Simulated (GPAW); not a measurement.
Consider CrB (Cmcm).

```xyz
4
Lattice="1.4845 -3.9290 0.0000 1.4845 3.9290 0.0000 0.0000 0.0000 2.9320" Properties=species:S:1:pos:R:3 pbc="T T T"
Cr    1.4845    2.7935    0.7330
Cr    1.4845   -2.7935    2.1990
B     1.4845    0.5108    0.7330
B     1.4845   -0.5108    2.1990
```

Absorber: atom 3, with 2 B at 1.79 Å, 4 Cr at 2.18 Å, 2 Cr at 2.22 Å and 1 Cr at 2.28 Å (9-fold, site symmetry m2m). Method: GPAW, LDA, excited-electron core hole (neutral cell), 16-atom cell with 5.1 Å between holes, 4×4×4 k points, dipole transitions, Gaussian full width 0.9 eV up to 4 eV, rising linearly to 3.5 eV at 25 eV.

**Question.** Predict the near-edge structure at the B K edge.

Main maxima up to 24 eV above the zero (height): 3.5 eV (1.62), 7.5 eV (1.52), 9.4 eV (1.28) and 16.7 eV (0.80). A K edge sees empty p states on the absorber. The total-energy difference is 185.17 eV. The functional leaves an error in such absolute values: in the free atom LDA prices this hole 2.2 eV below PBE (computed apart), and PBE is itself good to a few eV.

The B K spectrum (energy from the lowest empty level; intensity scaled to a mean of 1 over the first 20 eV; polarised curves are means over the symmetry-equivalent atoms):

```csv
E (eV),isotropic,ε ∥ x,ε ∥ y,ε ∥ z
-2.0,0.00,0.00,0.00,0.00
-1.5,0.00,0.00,0.00,0.00
-1.0,0.00,0.00,0.00,0.00
-0.5,0.05,0.06,0.04,0.04
0.0,0.28,0.35,0.22,0.26
0.5,0.61,0.64,0.46,0.73
1.0,0.88,0.66,0.78,1.21
1.5,0.99,0.57,1.13,1.26
2.0,1.02,0.70,1.18,1.19
2.5,1.29,1.35,1.35,1.16
3.0,1.50,1.71,1.80,1.01
3.5,1.62,1.96,2.21,0.70
4.0,1.51,2.44,1.79,0.31
4.5,1.39,2.91,1.11,0.17
5.0,1.21,2.84,0.67,0.12
5.5,0.94,2.17,0.48,0.16
6.0,0.81,1.46,0.51,0.45
6.5,0.92,0.77,0.70,1.28
7.0,1.32,0.38,1.19,2.38
7.5,1.52,0.23,1.68,2.64
8.0,1.37,0.18,1.82,2.09
8.5,1.24,0.21,1.78,1.73
9.0,1.26,0.27,1.78,1.73
9.5,1.27,0.33,1.78,1.72
10.0,1.23,0.42,1.68,1.59
10.5,1.18,0.60,1.45,1.50
11.0,1.14,0.79,1.16,1.48
11.5,1.06,0.89,0.88,1.39
12.0,0.93,0.92,0.67,1.21
12.5,0.85,0.92,0.57,1.06
13.0,0.83,0.93,0.56,1.00
13.5,0.84,0.93,0.60,0.98
14.0,0.81,0.89,0.62,0.93
14.5,0.76,0.83,0.61,0.82
15.0,0.71,0.82,0.62,0.71
15.5,0.72,0.87,0.65,0.64
16.0,0.76,0.94,0.71,0.62
16.5,0.80,0.99,0.74,0.65
17.0,0.79,0.97,0.73,0.68
17.5,0.76,0.91,0.67,0.68
18.0,0.70,0.84,0.59,0.67
18.5,0.66,0.80,0.52,0.65
19.0,0.63,0.76,0.48,0.65
19.5,0.61,0.70,0.45,0.66
20.0,0.58,0.62,0.44,0.66
20.5,0.53,0.52,0.44,0.64
21.0,0.48,0.40,0.44,0.58
21.5,0.42,0.31,0.45,0.51
22.0,0.38,0.26,0.45,0.44
22.5,0.37,0.24,0.46,0.39
23.0,0.37,0.26,0.48,0.35
23.5,0.38,0.30,0.50,0.33
24.0,0.40,0.36,0.52,0.32
24.5,0.42,0.41,0.54,0.32
25.0,0.44,0.45,0.56,0.32
25.5,0.46,0.49,0.58,0.32
26.0,0.48,0.51,0.60,0.34
26.5,0.51,0.53,0.61,0.37
27.0,0.53,0.55,0.63,0.40
27.5,0.55,0.58,0.65,0.44
```

The hole lies in one spin channel, while the script sums the empty states of both and takes the lower zero; where the two channels are split, this blurs and shifts the curve. The starting moments shrank to 0.00 μB or less, so this is hardly a magnetic state. The holes are only 5.1 Å apart, so the shape is probably not converged with cell size; no larger cell was run here. The mesh is coarse (0.33 Å⁻¹ between points), so small maxima may be mesh ripples. The structure is a published determination, not relaxed.

[Banner, clock and machine lines of the logs are left out without a mark of their own.]

[Logs are printed without paths, hosts, clocks, repeated set-up lines and the standing remarks that a program may print on its own settings, such as how far it seeks lower states.]

[Hosts, paths, dates, database ids (printed as entryN), source tags and the programs' standing remarks are cut or masked in the printed files.]

[Lists of maxima count a maximum above −3 eV only where it reaches 4 % of the highest in the window and stands out from its surroundings by 2 % of it (1.5 % where it reaches 55 %); shoulders and weaker maxima are passed over, and of the rest the first, up to two pre-edge ones and the few strongest are named.]
